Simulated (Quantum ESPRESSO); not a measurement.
# V(110), 5 layers: solver and mixing choices, part 2 of 4

Aim: which eigensolver and mixing brings V(110), 5 layers to self-consistency fastest, and whether the result stays the same.

Quantum ESPRESSO 7.5; plane-wave DFT, PBE, PseudoDojo norm-conserving pseudopotentials.

So far. Step 2 (SCF with pw.x: david, local-TF mixing, beta 0.4 …): Inside the slab this potential holds the local part of the pseudopotentials, which can be repulsive at the nuclei; only its value in the vacuum has a meaning of its own. Step 3 (Self-consistent run: david, plain mixing, beta 0.4 …): Counted from each run's own zero (the Fermi level), the vacuum level differs from the first run's by +0 meV.

## 4. SCF with pw.x: david, plain mixing, beta 0.7, history 8

File c2.in:

```
&control
  prefix = 'c2'
  outdir = './out'
  pseudo_dir = './pseudo'
  calculation = 'scf'
  tprnfor = .true.
/
&system
  ibrav = 0
  nat = 5
  ntyp = 1
  ecutwfc = 76
  ecutrho = 304
  occupations = 'smearing'
  smearing = 'mv'
  degauss = 0.02
  assume_isolated = 'esm'
  esm_bc = 'bc1'
/
&electrons
  conv_thr = 1e-07
  mixing_beta = 0.7
  electron_maxstep = 80
  mixing_mode = 'plain'
  diagonalization = 'david'
  mixing_ndim = 8
/
ATOMIC_SPECIES
  V   50.9415  V.dojo-sr-pbe-0.4.1-standard.upf
CELL_PARAMETERS angstrom
  2.13546247918337 -1.51000000000000 0.00000000000000
  2.13546247918337 1.51000000000000 0.00000000000000
  0.00000000000000 0.00000000000000 24.54184991673349
ATOMIC_POSITIONS crystal
  V   0.000000000000 0.000000000000 -0.174026203113
  V   0.500000000000 0.500000000000 -0.087013101556
  V   0.000000000000 0.000000000000 0.000000000000
  V   0.500000000000 0.500000000000 0.087013101556
  V   0.000000000000 0.000000000000 0.174026203113
K_POINTS automatic
  12 12 1 0 0 0
```

Command:

```sh
$ OMP_NUM_THREADS=1 mpirun -n 4 pw.x -nk 4 -in c2.in > c2.out
```

What it wrote:

```text
[banner, memory and clock lines left out]
Program PWSCF v.7.5 starts

          URL

     Message from routine setup:
     using ibrav=0 with symmetry is DISCOURAGED, use correct ibrav instead

     G-vector sticks info

     bravais-lattice index     =            0
     lattice parameter (alat)  =       4.9424  a.u.
     unit-cell volume          =    1068.0775 (a.u.)^3
     number of atoms/cell      =            5
     number of atomic types    =            1
     number of electrons       =        65.00
     number of Kohn-Sham states=           40
     kinetic-energy cutoff     =      76.0000  Ry
     charge density cutoff     =     304.0000  Ry
     scf convergence threshold =      1.0E-07
     mixing beta               =       0.7000
     number of iterations used =            8  plain     mixing
     Exchange-correlation= PBE
                           (   1   4   3   4   0   0   0)

     Effective Screening Medium Method
     Boundary Conditions: Vacuum-Slab-Vacuum
     total charge in unit cell        =   0.0000
     grid points for fit at edges     =        4

     celldm(1)=   4.942384  celldm(2)=   0.000000  celldm(3)=   0.000000
     celldm(4)=   0.000000  celldm(5)=   0.000000  celldm(6)=   0.000000

     crystal axes: (cart. coord. in units of alat)
               a(1) = (   0.816497  -0.577350   0.000000 )
               a(2) = (   0.816497   0.577350   0.000000 )
               a(3) = (   0.000000   0.000000   9.383605 )

     reciprocal axes: (cart. coord. in units 2 pi/alat)
               b(1) = (  0.612372 -0.866025  0.000000 )
               b(2) = (  0.612372  0.866025 -0.000000 )
               b(3) = ( -0.000000  0.000000  0.106569 )

     PseudoPot. # 1 for V  read from file:
     ./pseudo/V.dojo-sr-pbe-0.4.1-standard.upf
     Pseudo is Norm-conserving + core correction, Zval = 13.0
     Generated using ONCVPSP code by D. R. Hamann
     Using radial grid of 1536 points,  6 beta functions with:
                l(1) =   0
                l(2) =   0
                l(3) =   1
                l(4) =   1
                l(5) =   2
                l(6) =   2

     atomic species   valence    mass     pseudopotential
     V                13.00    50.94150     V ( 1.00)

      8 Sym. Ops., with inversion, found

   Cartesian axes

     site n.     atom                  positions (alat units)
         1        V      tau(   1) = (   0.0000000   0.0000000  -1.6329932  )
         2        V      tau(   2) = (   0.8164966   0.0000000  -0.8164966  )
         3        V      tau(   3) = (   0.0000000   0.0000000   0.0000000  )
         4        V      tau(   4) = (   0.8164966   0.0000000   0.8164966  )
         5        V      tau(   5) = (   0.0000000   0.0000000   1.6329932  )

     number of k points=    43  Marzari-Vanderbilt smearing, width (Ry)=  0.0200
                       cart. coord. in units 2pi/alat
[...]
estimated scf accuracy    <       0.00036895 Ry

     iteration # 75     ecut=    76.00 Ry     beta= 0.70
     Davidson diagonalization with overlap
     c_bands:  3 eigenvalues not converged
     c_bands:  1 eigenvalues not converged
     c_bands:  2 eigenvalues not converged
     c_bands:  3 eigenvalues not converged
     c_bands:  2 eigenvalues not converged
     c_bands:  1 eigenvalues not converged
     c_bands:  1 eigenvalues not converged
     c_bands:  1 eigenvalues not converged
     ethr =  6.49E-08,  avg # of iterations = 17.1

     total energy              =    -737.93078399 Ry
     estimated scf accuracy    <       0.00011105 Ry

     iteration # 76     ecut=    76.00 Ry     beta= 0.70
     Davidson diagonalization with overlap
     c_bands:  1 eigenvalues not converged
     c_bands:  2 eigenvalues not converged
     c_bands:  3 eigenvalues not converged
     c_bands:  2 eigenvalues not converged
     c_bands:  1 eigenvalues not converged
     c_bands:  2 eigenvalues not converged
     ethr =  6.49E-08,  avg # of iterations = 11.5

     total energy              =    -737.93078297 Ry
     estimated scf accuracy    <       0.00005042 Ry

     iteration # 77     ecut=    76.00 Ry     beta= 0.70
     Davidson diagonalization with overlap
     c_bands:  1 eigenvalues not converged
     c_bands:  1 eigenvalues not converged
     c_bands:  1 eigenvalues not converged
     c_bands:  2 eigenvalues not converged
     ethr =  6.49E-08,  avg # of iterations = 10.9

     total energy              =    -737.93079089 Ry
     estimated scf accuracy    <       0.00004447 Ry

     iteration # 78     ecut=    76.00 Ry     beta= 0.70
     Davidson diagonalization with overlap
     c_bands:  1 eigenvalues not converged
     c_bands:  1 eigenvalues not converged
     ethr =  6.49E-08,  avg # of iterations =  4.9

     total energy              =    -737.93078892 Ry
     estimated scf accuracy    <       0.00001826 Ry

     iteration # 79     ecut=    76.00 Ry     beta= 0.70
     Davidson diagonalization with overlap
     c_bands:  1 eigenvalues not converged
     c_bands:  1 eigenvalues not converged
     ethr =  2.81E-08,  avg # of iterations = 10.2

     total energy              =    -737.93079400 Ry
     estimated scf accuracy    <       0.00000383 Ry

     iteration # 80     ecut=    76.00 Ry     beta= 0.70
     Davidson diagonalization with overlap
     c_bands:  1 eigenvalues not converged
     c_bands:  3 eigenvalues not converged
     c_bands:  2 eigenvalues not converged
     c_bands:  1 eigenvalues not converged
     c_bands:  1 eigenvalues not converged
     c_bands:  1 eigenvalues not converged
     ethr =  5.89E-09,  avg # of iterations = 17.2

     total energy              =    -737.93079787 Ry
     estimated scf accuracy    <       0.00000382 Ry

     End of self-consistent calculation

     convergence NOT achieved after  80 iterations: stopping

     XML data file, charge density

                                        0.00s GPU  (    9224 calls)

Note: The following floating-point exceptions are signalling: IEEE_DIVIDE_BY_ZERO IEEE_OVERFLOW_FLAG IEEE_UNDERFLOW_FLAG
Note: The following floating-point exceptions are signalling: IEEE_DIVIDE_BY_ZERO IEEE_OVERFLOW_FLAG IEEE_UNDERFLOW_FLAG
Note: The following floating-point exceptions are signalling: IEEE_DIVIDE_BY_ZERO IEEE_OVERFLOW_FLAG IEEE_UNDERFLOW_FLAG
Note: The following floating-point exceptions are signalling: IEEE_DIVIDE_BY_ZERO IEEE_OVERFLOW_FLAG IEEE_UNDERFLOW_FLAG
```

The job ended after 21 min (4 MPI ranks of Arm Neoverse V1, shared host; peak memory 0.84 GiB).

The run ended without convergence. The estimated SCF accuracy went from 6.66 Ry in the first cycle kept to 3.82e-06 Ry at best and 3.82e-06 Ry in the last.

More iterations help only where the error still falls; otherwise the mixing, the start or the set-up has to change.

## 5. Self-consistent run: david, TF mixing, beta 0.4, history 8

c3.in, as its differences from the input of step 4:

```diff
@@ -1,3 +1,3 @@
 &control
-  prefix = 'c2'
+  prefix = 'c3'
   outdir = './out'
@@ -21,5 +21,5 @@
   conv_thr = 1e-07
-  mixing_beta = 0.7
+  mixing_beta = 0.4
   electron_maxstep = 80
-  mixing_mode = 'plain'
+  mixing_mode = 'TF'
   diagonalization = 'david'
```

Command:

```sh
$ OMP_NUM_THREADS=1 mpirun -n 4 pw.x -nk 4 -in c3.in > c3.out
```

What it wrote:

```text
[banner, memory and clock lines left out]
Program PWSCF v.7.5 starts
[...]
Message from routine setup:
[...]
number of electrons       =        65.00
     number of Kohn-Sham states=           40
     kinetic-energy cutoff     =      76.0000  Ry
     charge density cutoff     =     304.0000  Ry
[...]
number of k points=    43  Marzari-Vanderbilt smearing, width (Ry)=  0.0200
[...]
Dense  grid:    95701 G-vectors     FFT dimensions: (  27,  27, 270)
[...]
negative rho (up, down):  3.937E-05 0.000E+00
     Starting wfcs are   50 randomized atomic wfcs
[...]
negative rho (up, down):  1.042E-05 0.000E+00
[...]
estimated scf accuracy    <       6.66298086 Ry
[...]
negative rho (up, down):  4.453E-06 0.000E+00
[...]
estimated scf accuracy    <       2.13110626 Ry
[...]
negative rho (up, down):  1.043E-06 0.000E+00
[...]
estimated scf accuracy    <       1.34422330 Ry
[...]
negative rho (up, down):  9.588E-07 0.000E+00
[...]
estimated scf accuracy    <       1.67755131 Ry
[...]
negative rho (up, down):  6.372E-04 0.000E+00
[...]
estimated scf accuracy    <       1.64526196 Ry
[...]
negative rho (up, down):  5.564E-05 0.000E+00
[...]
estimated scf accuracy    <       5.31610706 Ry
[...]
estimated scf accuracy    <       4.67875118 Ry
[...]
estimated scf accuracy    <       1.48270771 Ry
[...]
estimated scf accuracy    <       1.23485088 Ry
[...]
estimated scf accuracy    <       0.16992424 Ry
[...]
estimated scf accuracy    <       2.03413814 Ry
[...]
estimated scf accuracy    <       2.32880046 Ry
[...]
negative rho (up, down):  7.858E-04 0.000E+00
[...]
estimated scf accuracy    <       0.00000135 Ry
[...]
negative rho (up, down):  4.053E-04 0.000E+00
[...]
estimated scf accuracy    <       0.00000077 Ry
[...]
negative rho (up, down):  2.083E-04 0.000E+00
[...]
estimated scf accuracy    <       0.00000177 Ry
[...]
negative rho (up, down):  1.927E-04 0.000E+00
[...]
estimated scf accuracy    <       0.00000079 Ry
[...]
negative rho (up, down):  1.671E-04 0.000E+00
[...]
estimated scf accuracy    <       0.00000028 Ry
[...]
negative rho (up, down):  1.432E-04 0.000E+00
[...]
estimated scf accuracy    <       0.00000082 Ry
[...]
negative rho (up, down):  7.494E-07 0.000E+00
[...]
estimated scf accuracy    <       0.00000011 Ry
[...]
negative rho (up, down):  5.258E-06 0.000E+00
[...]
estimated scf accuracy    <       0.00000021 Ry
[...]
estimated scf accuracy    <       0.00000031 Ry
[...]
the Fermi energy is    -4.8088 ev
!    total energy              =    -737.93079822 Ry
     estimated scf accuracy    <       0.00000006 Ry
     smearing contrib. (-TS)   =       0.00214518 Ry
     internal energy E=F+TS    =    -737.93294340 Ry
[...]
one-electron contribution =   15063.74105507 Ry
     hartree contribution      =   -7552.00285446 Ry
     xc contribution           =    -114.18759816 Ry
     ewald contribution        =   -8135.48354586 Ry
     convergence has been achieved in  58 iterations
[...]
Total force =     0.037300     Total SCF correction =     0.000952
[...]
```

The job ended after 13 min (4 MPI ranks; peak memory 0.84 GiB).

Numbers from this step:

```
Fermi energy                                                   : -4.809 eV
vacuum line at the lower end of the cell, over the Fermi level : 4.809 eV
vacuum line at the upper end of the cell, over the Fermi level : 4.809 eV
```

The program's own clock; routines nest. Time by routine:

```csv
routine,wall time (s),calls
PWSCF,762.7,1
electrons,757,1
c_bands,680,58
cegterg,576.7,638
h_psi,447.9,6061
fftw,408.2,179024
vloc_psi,370.4,6061
sum_band,70.96,58
add_vuspsi,38.99,6061
calbec,38.24,6105
h_psi:calbec,37.45,6061
cdiaghg,9.43,6050
init_us_2,4.94,1298
v_of_rho,4.78,59
```

Counted from each run's own zero (the Fermi level), the vacuum level differs from the first run's by +4 meV.

## 6. Ground state: david, local-TF mixing, beta 0.7, history 8

c4.in, as its differences from the input of step 5:

```diff
@@ -1,3 +1,3 @@
 &control
-  prefix = 'c3'
+  prefix = 'c4'
   outdir = './out'
@@ -21,5 +21,5 @@
   conv_thr = 1e-07
-  mixing_beta = 0.4
+  mixing_beta = 0.7
   electron_maxstep = 80
-  mixing_mode = 'TF'
+  mixing_mode = 'local-TF'
   diagonalization = 'david'
```

Command:

```sh
$ OMP_NUM_THREADS=1 mpirun -n 4 pw.x -nk 4 -in c4.in > c4.out
```

What it wrote:

```text
[banner, memory and clock lines left out]
Program PWSCF v.7.5 starts
[...]
Message from routine setup:
[...]
number of electrons       =        65.00
     number of Kohn-Sham states=           40
     kinetic-energy cutoff     =      76.0000  Ry
     charge density cutoff     =     304.0000  Ry
[...]
number of k points=    43  Marzari-Vanderbilt smearing, width (Ry)=  0.0200
[...]
Dense  grid:    95701 G-vectors     FFT dimensions: (  27,  27, 270)
[...]
negative rho (up, down):  3.937E-05 0.000E+00
     Starting wfcs are   50 randomized atomic wfcs
[...]
estimated scf accuracy    <       6.66298086 Ry
[...]
estimated scf accuracy    <       4.88727735 Ry
[...]
estimated scf accuracy    <       0.48874078 Ry
[...]
estimated scf accuracy    <       1.25123081 Ry
[...]
estimated scf accuracy    <       1.43504922 Ry
[...]
estimated scf accuracy    <       2.74859239 Ry
[...]
estimated scf accuracy    <      14.22158801 Ry
[...]
estimated scf accuracy    <      13.60915734 Ry
[...]
estimated scf accuracy    <      13.62818642 Ry
[...]
estimated scf accuracy    <      13.61696102 Ry
[...]
estimated scf accuracy    <      13.14667614 Ry
[...]
negative rho (up, down):  1.260E-02 0.000E+00
[...]
estimated scf accuracy    <      10.91449928 Ry
[...]
negative rho (up, down):  5.832E-04 0.000E+00
[...]
estimated scf accuracy    <       1.28291854 Ry
[...]
negative rho (up, down):  2.988E-03 0.000E+00
[...]
estimated scf accuracy    <       0.62491766 Ry
[...]
negative rho (up, down):  1.254E-02 0.000E+00
[...]
estimated scf accuracy    <       0.84619455 Ry
[...]
negative rho (up, down):  9.795E-04 0.000E+00
[...]
estimated scf accuracy    <       1.13262698 Ry
[...]
negative rho (up, down):  1.405E-03 0.000E+00
[...]
estimated scf accuracy    <       1.14990667 Ry
[...]
estimated scf accuracy    <       0.76758269 Ry
[...]
negative rho (up, down):  4.365E-03 0.000E+00
[...]
estimated scf accuracy    <       0.67349654 Ry
[...]
negative rho (up, down):  1.776E-03 0.000E+00
[...]
estimated scf accuracy    <       0.78641534 Ry
[...]
negative rho (up, down):  7.381E-04 0.000E+00
[...]
estimated scf accuracy    <       0.01760529 Ry
[...]
negative rho (up, down):  3.518E-03 0.000E+00
[...]
estimated scf accuracy    <       0.01725572 Ry
[...]
negative rho (up, down):  6.875E-03 0.000E+00
[...]
estimated scf accuracy    <       0.01914518 Ry
[...]
negative rho (up, down):  2.968E-03 0.000E+00
[...]
estimated scf accuracy    <       0.01293457 Ry
[...]
negative rho (up, down):  5.038E-04 0.000E+00
[...]
estimated scf accuracy    <       0.00313525 Ry
[...]
negative rho (up, down):  1.329E-04 0.000E+00
[...]
estimated scf accuracy    <       0.00057458 Ry
[...]
estimated scf accuracy    <       0.00192735 Ry
[...]
estimated scf accuracy    <       0.00036805 Ry
[...]
negative rho (up, down):  6.392E-05 0.000E+00
[...]
estimated scf accuracy    <       0.00044490 Ry
[...]
negative rho (up, down):  1.454E-04 0.000E+00
[...]
estimated scf accuracy    <       0.00029538 Ry
[...]
negative rho (up, down):  6.193E-05 0.000E+00
[...]
estimated scf accuracy    <       0.00019012 Ry
[...]
estimated scf accuracy    <       0.00009155 Ry
[...]
estimated scf accuracy    <       0.00002113 Ry
[...]
estimated scf accuracy    <       0.00000855 Ry
[...]
estimated scf accuracy    <       0.00000155 Ry
[...]
negative rho (up, down):  3.988E-08 0.000E+00
[...]
estimated scf accuracy    <       0.00000201 Ry
[...]
estimated scf accuracy    <       0.00000016 Ry
[...]
estimated scf accuracy    <       0.00000019 Ry
[...]
the Fermi energy is    -4.8050 ev
!    total energy              =    -737.93079821 Ry
     estimated scf accuracy    <       0.00000002 Ry
     smearing contrib. (-TS)   =       0.00214561 Ry
     internal energy E=F+TS    =    -737.93294382 Ry
[...]
one-electron contribution =   15063.73470428 Ry
     hartree contribution      =   -7551.99631487 Ry
     xc contribution           =    -114.18778737 Ry
     ewald contribution        =   -8135.48354586 Ry
     convergence has been achieved in  39 iterations
[...]
Total force =     0.036939     Total SCF correction =     0.000866
[...]
```

Wall time 9.5 min (4 MPI ranks); peak memory 0.84 GiB.

This step gave:

| Property | Result |
| --- | --- |
| Fermi energy | -4.805 eV |
| vacuum line at the lower end of the cell, over the Fermi level | 4.805 eV |
| vacuum line at the upper end of the cell, over the Fermi level | 4.805 eV |

The program's own clock; routines nest. Time by routine:

```csv
routine,wall time (s),calls
PWSCF,568.7,1
electrons,563,1
c_bands,488.3,39
cegterg,415.5,440
h_psi,325,3772
fftw,293.6,129984
vloc_psi,269.7,3772
sum_band,46.88,39
add_vuspsi,27.57,3772
calbec,27.51,3816
h_psi:calbec,26.77,3772
mix_rho,24.35,39
ffts,15.35,4417
cdiaghg,5.9,3761
```

Counted from each run's own zero (the Fermi level), the vacuum level differs from the first run's by +0 meV.

[end of part 2 of 4]

[Logs are printed without paths, hosts, clocks, repeated set-up lines and the standing remarks that a program may print on its own settings, such as how far it seeks lower states.]

[Hosts, paths, dates, database ids (printed as entryN), source tags and the programs' standing remarks are cut or masked in the printed files.]

[Maps of the electrostatic potential energy from Ansatz leave out the sawtooth potential of an applied field or a dipole correction, so their vacuum need not be flat; planar profiles and work functions include it.]
